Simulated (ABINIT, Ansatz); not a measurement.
An input for ABINIT 10.8.3 (CaGaSiH (P3m1)):

```
acell 3*1.0 Angstrom
rprim 
  4.091099999987 0.000000000003 0.000000000000
  -2.045549999996 3.542996529410 0.000000000000
  0.000000000000 0.000000000000 4.762800000000
ntypat 4
znucl 20 31 14 1
natom 4
typat 1 2 3 4
xred 
  0.333333333333 0.666666666667 0.000000000000
  -0.000000000000 0.000000000000 0.556800000000
  0.666666666667 0.333333333333 0.433700000000
  -0.000000000000 0.000000000000 0.925000000000
pp_dirpath "pseudos"
pseudos "Ca.upf, Ga.upf, Si.upf, H.upf"
ecut 45
ngkpt 3 3 2
nshiftk 1
shiftk 0 0 0
kptopt 1
chksymbreak 0
iscf -2
irdden 1
istwfk *1
nband 142
nbdbuf 12
tolwfr 1e-09
nstep 60
prtvol 0
indata_prefix "in"
outdata_prefix "out"
tmpdata_prefix "tmp"
```

```sh
OMP_NUM_THREADS=1 mpirun -n 4 abinit run.abi > log
```

Estimate wall time and host memory on 4 MPI ranks of Arm Neoverse V1, shared host.

It took 71 s; on shared hardware allow 35 s to 2.4 min. Peak host memory was 0.4 GiB.

[Paths, hosts, dates, memory and timing lines, banners, echoed tables and standing remarks are left out of the program output.]

[Logs are printed without paths, hosts, clocks, repeated set-up lines and the standing remarks that a program may print on its own settings, such as how far it seeks lower states.]

[Runs of the session that timed out or met a known fault of the program may be left out.]

[Hosts, paths, dates, database ids (printed as entryN), source tags and the programs' standing remarks are cut or masked in the printed files.]

[G0W0 gaps are taken among the corrected bands and points alone; a level outside them can change the order at an edge.]

[Where Ansatz stands beside ABINIT at settings called matched, ABINIT's density can come from a denser mesh and the files from another edition; pairs whose starting gaps differed by over 0.03 eV were left out, so agreement reads better than it is.]
